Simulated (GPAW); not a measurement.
## Collinear magnetic orders of Co3 Ru3 Co3 0001 with GPAW

Wanted: the moments of Co3 Ru3 Co3 0001 and the energy of each order that was tried.

Calculated with GPAW 26.7.0; PBE; plane waves with GPAW's PAW setups, scalar-relativistic.

Report form: the programs' logs are mostly left out.

## (1) The structure

The cell holds 9 atoms: 6 Co and 3 Ru. Cell: a = 2.706 Å, b = 2.706 Å, c = 27.186 Å, α = 90.0°, β = 90.0°, γ = 120.0°. ideal sites on the substrate's mesh, layer spacings from atomic volumes, unrelaxed, 12 A of vacuum. Vacuum lies along c.

## (2) Order 1, typed as ferro ++++++

Parallel moments need no larger cell; this start tests for a ferromagnetic state only.

The input, order1.py:

```python
import json
import numpy as np
from ase import Atoms
from ase.parallel import paropen, parprint
from gpaw import GPAW

atoms = Atoms(['Co', 'Co', 'Co', 'Ru', 'Ru', 'Ru', 'Co', 'Co', 'Co'],
    cell=[[2.706, 0.0, 0.0],
         [-1.353, 2.343465, 0.0],
         [0.0, 0.0, 27.1859]],
    scaled_positions=[[0.0, 0.0, 0.220703],
         [0.333333, 0.666667, 0.285089],
         [0.0, 0.0, 0.349475],
         [0.333333, 0.666667, 0.421112],
         [0.0, 0.0, 0.5],
         [0.333333, 0.666667, 0.578888],
         [0.0, 0.0, 0.650525],
         [0.333333, 0.666667, 0.714911],
         [0.0, 0.0, 0.779297]],
    pbc=True,
    magmoms=[1.8, 1.8, 1.8, 0.0, 0.0, 0.0, 1.8, 1.8, 1.8])
atoms.calc = GPAW(mode={'name': 'pw', 'ecut': 450},
    xc='PBE',
    kpts={'size': (20, 20, 1), 'gamma': True},
    occupations={'name': 'fermi-dirac', 'width': 0.05},
    convergence={'density': 1e-05, 'energy': 1e-05},
    maxiter=250,
    mixer={'name': 'pulay', 'beta': 0.03, 'nmaxold': 8, 'weight': 100},
    symmetry={'tolerance': 1e-4},
    txt='order1.txt')
e = atoms.get_potential_energy(force_consistent=True)
res = {'free_energy': e, 'energy_sigma0': atoms.get_potential_energy(), 'fermi_energy': atoms.calc.get_fermi_level()}
res['moments'] = atoms.get_magnetic_moments().tolist()
res['total'] = atoms.get_magnetic_moment()
parprint('site moments (muB):', np.round(res['moments'], 3))
parprint(f"total moment: {res['total']:.3f} muB")
parprint(f'free energy: {e:.6f} eV')
atoms.calc.write('order1.gpw')
with paropen('results.json', 'w') as f:
    json.dump(res, f)
```

Launch:

```bash
OMP_NUM_THREADS=1 mpirun -n 8 gpaw python order1.py > order1.log
```

The job ended after 7.3 min (8 MPI ranks of Intel Xeon at 2.50GHz (Skylake/Cascade Lake), shared host; peak memory 2.3 GiB; 58 min of CPU time).

Spin moment in the augmentation sphere by atom:

| atom | spin moment in the augmentation sphere (μB) |
| --- | --- |
| Co1 | 1.83 |
| Co2 | 1.73 |
| Co3 | 1.39 |
| Ru4 | 0.04 |
| Ru5 | -0.06 |
| Ru6 | 0.04 |
| Co7 | 1.39 |
| Co8 | 1.73 |
| Co9 | 1.83 |

This step gave:

| Item | Value |
| --- | --- |
| magnetization | 9.677 μB |
| final state | ferromagnetic |

After 45 cycles the largest moment stands at 1.83 μB.

## (3) Start 2: antiferro +++---

An opposed order shows whether the pairs that it reverses prefer unlike signs.

order2.py is the script of step 2 with these lines changed:

```diff
@@ -20,3 +20,3 @@
     pbc=True,
-    magmoms=[1.8, 1.8, 1.8, 0.0, 0.0, 0.0, 1.8, 1.8, 1.8])
+    magmoms=[1.8, 1.8, 1.8, 0.0, 0.0, 0.0, -1.8, -1.8, -1.8])
 atoms.calc = GPAW(mode={'name': 'pw', 'ecut': 450},
@@ -29,3 +29,3 @@
     symmetry={'tolerance': 1e-4},
-    txt='order1.txt')
+    txt='order2.txt')
 e = atoms.get_potential_energy(force_consistent=True)
@@ -37,3 +37,3 @@
 parprint(f'free energy: {e:.6f} eV')
-atoms.calc.write('order1.gpw')
+atoms.calc.write('order2.gpw')
 with paropen('results.json', 'w') as f:
```

Launch:

```bash
OMP_NUM_THREADS=1 mpirun -n 8 gpaw python order2.py > order2.log
```

The job ended after 8.8 min (8 MPI ranks; peak memory 2.2 GiB; 71 min of CPU time).

Spin moment in the augmentation sphere by atom:

| atom | spin moment in the augmentation sphere (μB) |
| --- | --- |
| Co1 | 1.82 |
| Co2 | 1.72 |
| Co3 | 1.35 |
| Ru4 | -0.02 |
| Ru5 | 0.00 |
| Ru6 | 0.02 |
| Co7 | -1.35 |
| Co8 | -1.72 |
| Co9 | -1.82 |

This step gave:

```yaml
magnetization: 0 μB
final_state: antiferromagnetic
```

It lies 1.32 meV a seeded atom under the first start, and its largest moment is 1.82 μB against 1.83 μB.

## (4) Order 3, typed as no spin polarisation

This run holds no moments, which gives a state to set the others against.

nospin.py is the script of step 3 with these lines changed:

```diff
@@ -19,4 +19,3 @@
          [0.0, 0.0, 0.779297]],
-    pbc=True,
-    magmoms=[1.8, 1.8, 1.8, 0.0, 0.0, 0.0, -1.8, -1.8, -1.8])
+    pbc=True)
 atoms.calc = GPAW(mode={'name': 'pw', 'ecut': 450},
@@ -29,11 +28,7 @@
     symmetry={'tolerance': 1e-4},
-    txt='order2.txt')
+    txt='nospin.txt')
 e = atoms.get_potential_energy(force_consistent=True)
 res = {'free_energy': e, 'energy_sigma0': atoms.get_potential_energy(), 'fermi_energy': atoms.calc.get_fermi_level()}
-res['moments'] = atoms.get_magnetic_moments().tolist()
-res['total'] = atoms.get_magnetic_moment()
-parprint('site moments (muB):', np.round(res['moments'], 3))
-parprint(f"total moment: {res['total']:.3f} muB")
 parprint(f'free energy: {e:.6f} eV')
-atoms.calc.write('order2.gpw')
+atoms.calc.write('nospin.gpw')
 with paropen('results.json', 'w') as f:
```

Launch:

```bash
OMP_NUM_THREADS=1 mpirun -n 8 gpaw python nospin.py > nospin.log
```

It took 3.3 min on 8 MPI ranks; peak memory 2 GiB; 26 min of CPU time.

Read from the output:

| Quantity | Value |
| --- | --- |
| final state | non-magnetic (no spin polarisation) |

It lies 250 meV a seeded atom over the first start.

## (5) The states side by side

These are free energies at a smearing of 0.05 eV, so its entropy term is in the differences. They are divided by the number of seeded atoms, so that cells of unlike size compare.

Orders:

| start | final state | typed order kept | energy over the lowest (meV a seeded atom) | largest site moment (μB) | net moment (μB a primitive cell) | mesh matched | CPU time (s) |
| --- | --- | --- | --- | --- | --- | --- | --- |
| ferro ++++++ | ferromagnetic | yes | 1.323 | 1.83 | 9.677 | yes | 3504 |
| antiferro +++--- | antiferromagnetic | yes | 0 | 1.822 | 0 | yes | 4235 |
| no spin polarisation | non-magnetic | - | 251.8 | 0 | 0 | yes | 1557 |

## (6) Results

```yaml
lowest_state_found: antiferromagnetic (typed antiferro +++---)
largest_site_moment: 1.82 μB
next_state: ferromagnetic, 1.32 meV a seeded atom higher
energy_gained_by_spin_polarisation: 252 meV a seeded atom
```

What this shows: The lowest state found is antiferromagnetic, reached from the start antiferro +++---, with moments up to 1.82 μB. The two lowest states lie so close that the mesh, the functional or spin–orbit coupling could swap them. Only 3 starts are shown; other collinear patterns, canted and longer-period orders are not.

[Logs and program files are shortened in this print: banners, set-up blocks, solver, clock and traceback lines can be left out without a mark of their own.]

[Logs are printed without paths, hosts, clocks, repeated set-up lines and the standing remarks that a program may print on its own settings, such as how far it seeks lower states.]

[Hosts, paths, dates, database ids (printed as entryN), source tags and the programs' standing remarks are cut or masked in the printed files.]

[Where a cell is said to come from a database of computed structures, the database is the Materials Project.]
